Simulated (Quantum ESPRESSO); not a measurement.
# KMgF3 (Pm-3m): modes at Γ and the response to a field, part 3 of 3

Which modes does KMgF3 (Pm-3m) have at the zone centre?

Quantum ESPRESSO 7.5; DFT LDA, scalar-relativistic, plane waves, PseudoDojo norm-conserving pseudopotentials.

So far. Step 5 (Zone-centre response): The acoustic modes at Γ come out as far as 8.4 cm⁻¹ from zero, where they should vanish, a small numerical error; the Born charges miss their sum rule by 6.0e-5 e, which is good. Step 6 (Modes with the sum rule): The rule moves no optical mode by more than 0.3 cm⁻¹. The relaxed cell has a = 3.907 Å (conventional setting).

### Step 7. Sum rules set otherwise: a sum rule for molecules or wires on a crystal

This rule also removes rotations, which suits wires and not a crystal; it is tried to see the harm.

dynmat.in

```
 &input
    fildyn='g.dyn',
    asr='one-dim',
    fileig='dynmat.eig',
    lperm=.true.,
 /
```

On the command line:

```bash
dynmat.x -in dynmat.in > dynmat.out
```

The log of the run:

```text
[banner, memory and clock lines left out]
Program DYNMAT v.7.5

     Reading Dynamical Matrix from file g.dyn
     ...Force constants read
     ...epsilon and Z* read
asr rotation axis in 1D system=    3
     Acoustic Sum Rule: || Z*(ASR) - Z*(orig)|| =    2.086890E-01
     Acoustic Sum Rule: ||dyn(ASR) - dyn(orig)||=    9.508992E-02
     A direction for q was not specified:TO-LO splitting will be absent

     Polarizability (A^3 units)
     multiply by 0.721523 for Clausius-Mossotti correction
         5.494927    0.000000    0.000000
         0.000000    5.494927    0.000000
         0.000000    0.000000    5.494927

     IR activities are in (D/A)^2/amu units

# mode   [cm-1]    [THz]      IR
    1     -0.00   -0.0000    0.0000
    2     -0.00   -0.0000    0.0000
    3      0.00    0.0000    0.0000
    4      0.00    0.0000    0.0000
    5    155.46    4.6605    1.8162
    6    155.46    4.6605    1.8162
    7    170.17    5.1016    1.6245
    8    185.35    5.5566    0.0000
    9    185.35    5.5566    0.0000
   10    261.82    7.8490    2.9689
   11    285.70    8.5652    2.8302
   12    285.70    8.5652    2.8302
   13    514.16   15.4142    4.2032
   14    516.32   15.4787    4.1226
   15    516.32   15.4787    4.1226

Electronic dielectric permittivity tensor (relative, adimensional)
         2.157869    0.000000    0.000000
         0.000000    2.157869    0.000000
         0.000000    0.000000    2.157869

 ... with zone-center polar mode contributions
         6.460171    0.178472    0.000000
         0.178472    6.460171    0.000000
         0.000000    0.000000    6.638642

[end of the log left out, with the tail of the file of modes that dynmat.x writes under the same name]
```

Wall time 0.73 s (1 thread of Intel Xeon at 2.70GHz, shared host).

The program raised no error, yet the settings are not those of a careful run.

The fault: a sum rule for molecules or wires on a crystal; 1 optical mode is projected out to zero frequency, as if it were a rotation, and the static dielectric tensor is spoilt.

For a crystal the rule has to be 'simple' or 'crystal'.

Zone-centre frequencies as printed; negative means imaginary. Modes:

```tsv
mode	frequency (cm⁻¹)
1	0
2	0
3	0
4	0
5	155.5
6	155.5
7	170.2
8	185.3
9	185.3
10	261.8
11	285.7
12	285.7
13	514.2
14	516.3
15	516.3
```

### Step 8. Sum rules set otherwise (asr no)

Without the rule the raw error of the acoustic modes shows.

dynmat.in

```
 &input
    fildyn='g.dyn',
    asr='no',
    fileig='dynmat.eig',
    lperm=.true.,
 /
```

On the command line:

```bash
dynmat.x -in dynmat.in > dynmat.out
```

The log of the run:

```text
[banner, memory and clock lines left out]
Program DYNMAT v.7.5

     Reading Dynamical Matrix from file g.dyn
     ...Force constants read
     ...epsilon and Z* read
     A direction for q was not specified:TO-LO splitting will be absent

     Polarizability (A^3 units)
     multiply by 0.721523 for Clausius-Mossotti correction
         5.494927    0.000000    0.000000
         0.000000    5.494927    0.000000
         0.000000    0.000000    5.494927

     IR activities are in (D/A)^2/amu units

# mode   [cm-1]    [THz]      IR
    1      8.42    0.2524    0.0000
    2      8.42    0.2524    0.0000
    3      8.42    0.2524    0.0000
    4    155.50    4.6618    1.8190
    5    155.50    4.6618    1.8190
    6    155.50    4.6618    1.8190
    7    185.35    5.5566    0.0000
    8    185.35    5.5566    0.0000
    9    185.35    5.5566    0.0000
   10    285.69    8.5647    2.8283
   11    285.69    8.5647    2.8283
   12    285.69    8.5647    2.8283
   13    516.30   15.4784    4.1216
   14    516.30   15.4784    4.1216
   15    516.30   15.4784    4.1216

Electronic dielectric permittivity tensor (relative, adimensional)
         2.157869    0.000000    0.000000
         0.000000    2.157869    0.000000
         0.000000    0.000000    2.157869

 ... with zone-center polar mode contributions
         6.640569   -0.000000    0.000000
        -0.000000    6.640569    0.000000
         0.000000    0.000000    6.640569

[end of the log left out, with the tail of the file of modes that dynmat.x writes under the same name]
```

Elapsed: 0.8 s, on 1 thread.

Read from the output:

```
highest optical zone-centre mode (no LO-TO term) : 516.3 cm⁻¹
lowest optical zone-centre mode                  : 155.5 cm⁻¹
mean static dielectric constant                  : 6.641
```

Zone-centre frequencies as printed; negative means imaginary. Modes:

```tsv
mode	frequency (cm⁻¹)
1	8.42
2	8.42
3	8.42
4	155.5
5	155.5
6	155.5
7	185.3
8	185.3
9	185.3
10	285.7
11	285.7
12	285.7
13	516.3
14	516.3
15	516.3
```

Against the first rule no mode moves by more than 8.5 cm⁻¹.

### Step 9. The LO-TO splitting (1 0 0)

A longitudinal polar mode sets up a macroscopic field that stiffens it; the term hangs on the direction from which q goes to zero.

dynmat.in

```
 &input
    fildyn='g.dyn',
    asr='simple',
    fileig='dynmat.eig',
    q(1)=1.0,
    q(2)=0.0,
    q(3)=0.0,
 /
```

On the command line:

```bash
dynmat.x -in dynmat.in > dynmat.out
```

The log of the run:

```text
[banner, memory and clock lines left out]
Program DYNMAT v.7.5

     Reading Dynamical Matrix from file g.dyn
     ...Force constants read
     ...epsilon and Z* read

     Polarizability (A^3 units)
     multiply by 0.721523 for Clausius-Mossotti correction
         5.494927    0.000000    0.000000
         0.000000    5.494927    0.000000
         0.000000    0.000000    5.494927

     IR activities are in (D/A)^2/amu units

# mode   [cm-1]    [THz]      IR
    1     -0.00   -0.0000    0.0000
    2      0.00    0.0000    0.0000
    3      0.00    0.0000    0.0000
    4    155.44    4.6600    1.8133
    5    155.44    4.6600    1.8133
    6    185.38    5.5575    0.0000
    7    185.38    5.5575    0.0000
    8    185.38    5.5575    0.0000
    9    192.18    5.7613    0.2883
   10    285.43    8.5570    2.8380
   11    285.43    8.5570    2.8380
   12    349.09   10.4655    1.7122
   13    516.18   15.4748    4.1177
   14    516.18   15.4748    4.1177
   15    598.85   17.9529    6.7685

[end of the log left out, with the tail of the file of modes that dynmat.x writes under the same name]
```

It took 0.78 s on 1 thread.

This step gave:

```
highest mode moved by the LO-TO term : 598.9 cm⁻¹
```

Zone-centre frequencies as printed; negative means imaginary. Modes:

```tsv
mode	frequency (cm⁻¹)
1	0
2	0
3	0
4	155.4
5	155.4
6	185.4
7	185.4
8	185.4
9	192.2
10	285.4
11	285.4
12	349.1
13	516.2
14	516.2
15	598.9
```

The field moves 3 modes; the highest of them now lies at 599 cm⁻¹, where the highest that moved away lay at 516.

### Step 10. Summary of results

```yaml
space_group_after_relaxation: Pm-3m
volume_per_atom: 11.9 Å³
gap_on_the_k_mesh: 7.47 eV
highest_optical_zone_centre_mode_no_lo_to_term: 516.2 cm⁻¹
lowest_optical_zone_centre_mode: 155.4 cm⁻¹
highest_mode_moved_by_the_lo_to_term: 598.9 cm⁻¹
mean_high_frequency_dielectric_constant: 2.16
largest_born_charge_in_size_third_of_the_trace: 1.99 e
mean_static_dielectric_constant: 6.64
imaginary_optical_modes_at_the_zone_centre_no_q_mesh_in_this_session: none
```

What this shows: At the LDA level the optical modes of KMgF3 (Pm-3m) at the zone centre (no LO-TO term) run from 155 to 516 cm⁻¹. Along the directions run, the highest mode that the macroscopic field moves lies at 599 cm⁻¹. Lattice motion raises the mean dielectric constant from 2.158 to 6.640. Of the 12 optical modes, 9 are infrared active alone and 3 are silent. These are harmonic frequencies at zero temperature: anharmonic shifts and linewidths and thermal expansion are left out.

[Host names and launcher messages were left out of these logs when they were recorded.]

[Logs are printed without paths, hosts, clocks, repeated set-up lines and the standing remarks that a program may print on its own settings, such as how far it seeks lower states.]

[Hosts, paths, dates, database ids (printed as entryN), source tags and the programs' standing remarks are cut or masked in the printed files.]
